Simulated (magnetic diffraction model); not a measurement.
# Pr3ScS6: what an assumed order does to the neutron pattern

Space group P2_1/m (no. 11), a = 11.2760 Å, b = 4.0450 Å, c = 11.3420 Å, β = 109.08°.

| site | atom | x | y | z |
| --- | --- | --- | --- | --- |
| 2e | Pr | 0.4112 | 3/4 | 0.3434 |
| 2e | Pr | 0.6635 | 3/4 | 0.0537 |
| 2e | Pr | 0.0045 | 3/4 | 0.8206 |
| 2e | Sc | 0.8022 | 3/4 | 0.4470 |
| 2e | S | 0.0354 | 3/4 | 0.3831 |
| 2e | S | 0.2348 | 3/4 | 0.7702 |
| 2e | S | 0.4087 | 3/4 | 0.5810 |
| 2e | S | 0.4409 | 3/4 | 0.1025 |
| 2e | S | 0.7519 | 3/4 | 0.6969 |
| 2e | S | 0.8872 | 3/4 | 0.0167 |

The compound is invented for this exercise: a known structure type with other elements, its cell scaled to their sizes and not relaxed.

Only Pr is taken to order (form factors of Pr3+); orders and moment sizes are assumed, and not adapted to the symmetry. Radiation: neutrons of λ = 2.0775 Å, 3° to 40°; isotropic B of 0.28 Å² (Pr), 0.4 Å² (Sc) and 0.52 Å² (S). The intensities are simulated: I ∝ L Σ (|F_N|² + |F_M⊥|²) for unpolarised neutrons, with F_M = 2.695 fm/μB × Σ f(s) S exp(2πi Q·r) exp(−B s²) at Q = H ± k (one set where k and −k are equivalent), only the part normal to Q counting and L = 1/(sin²θ cos θ). For a modulated order the moment at position r is S exp(−2πi k·r) + c.c., with S = m/2 for a sine wave of amplitude m and S = m(u + iv)/2 for moments turning in a plane, u and v being orthogonal unit vectors in it; the phase factor of the sum at Q = H + k is then exp(2πi H·r). Form factors are spin-only for 3d ions and dipole or tabulated for f ions, scattering lengths are Sears's of 1992, and absorption is left out. A label names one of the reflections at its angle. The strongest nuclear line in the range is 100, and lines under 0.2 are left out.

Assume the order k = (0 1/3 0), a sine wave with moments along [010] (amplitudes given), 2 μB on Pr; signs + at (0.4112, 3/4, 0.3434), − at (0.5888, 1/4, 0.6566), + at (0.6635, 3/4, 0.0537), − at (0.3365, 1/4, 0.9463), + at (0.0045, 3/4, 0.8206), − at (0.9955, 1/4, 0.1794).

Predict the pattern, nuclear and magnetic parts apart.

```tsv
2θ (°)	index	nuclear	magnetic
11.12	(0 0 1)	100.0	0.0
11.19	(1 0 0)	9.7	0.0
12.95	(1 0 -1)	29.5	0.0
14.86	(0 1/3 1)	0.0	0.5
14.91	(1 1/3 0)	0.0	0.6
16.28	(1 1/3 -1)	0.0	3.2
18.22	(1 0 1)	1.2	0.0
20.74	(1 1/3 1)	0.0	41.1
21.48	(1 0 -2)	0.6	0.0
21.58	(2 0 -1)	4.4	0.0
22.35	(0 0 2)	32.1	0.0
22.48	(2 0 0)	8.6	0.0
22.69	(0 2/3 1)	0.0	0.9
23.66	(1 2/3 -1)	0.0	0.4
23.66	(1 1/3 -2)	0.0	1.3
23.76	(2 1/3 -1)	0.0	16.9
24.46	(0 1/3 2)	0.0	4.4
26.07	(2 0 -2)	0.6	0.0
27.92	(2 1/3 -2)	0.0	18.7
28.22	(1 0 2)	0.4	0.0
28.30	(2 0 1)	39.2	0.0
29.31	(1 2/3 -2)	0.0	5.2
29.39	(2 2/3 -1)	0.0	1.0
29.94	(1 1/3 2)	0.0	3.9
30.02	(2 1/3 1)	0.0	1.2
30.07	(2 2/3 0)	0.0	1.6
31.86	(0 1 1)	2.0	0.0
31.89	(1 1 0)	55.1	0.0
31.90	(1 0 -3)	74.6	0.0
32.09	(3 0 -1)	63.5	0.0
32.58	(1 1 -1)	38.8	0.0
33.45	(1 1/3 -3)	0.0	0.3
34.01	(3 0 0)	0.5	0.0
34.11	(3 0 -2)	25.3	0.0
35.12	(1 1 1)	0.4	0.0
35.28	(0 1/3 3)	0.0	3.2
35.47	(2 1/3 -3)	0.0	0.3
35.48	(3 1/3 0)	0.0	2.0
36.92	(2 0 2)	18.4	0.0
37.00	(1 1 -2)	3.9	0.0
37.06	(2 1 -1)	24.1	0.0
37.53	(0 1 2)	21.9	0.0
37.62	(2 1 0)	49.6	0.0
37.78	(1 2/3 -3)	0.0	9.7
37.94	(3 2/3 -1)	0.0	5.5
38.30	(2 1/3 2)	0.0	0.4
39.20	(1 0 3)	3.6	0.0
39.36	(3 0 1)	2.7	0.0
```
(The table stops after 48 lines; 5 more lie at higher angle.)

The strongest magnetic line in the range is (1 1/3 1) at 20.74° (41.1). On top of the Lorentz factor, which all lines share, magnetic lines fade with angle because f falls: for Pr3+ it is 0.97, 0.88, 0.76 and 0.50 at sin θ/λ = 0.1, 0.2, 0.3 and 0.5 Å⁻¹, while nuclear lengths stay constant. The order has no net moment.

[Logs are printed without paths, hosts, clocks, repeated set-up lines and the standing remarks that a program may print on its own settings, such as how far it seeks lower states.]
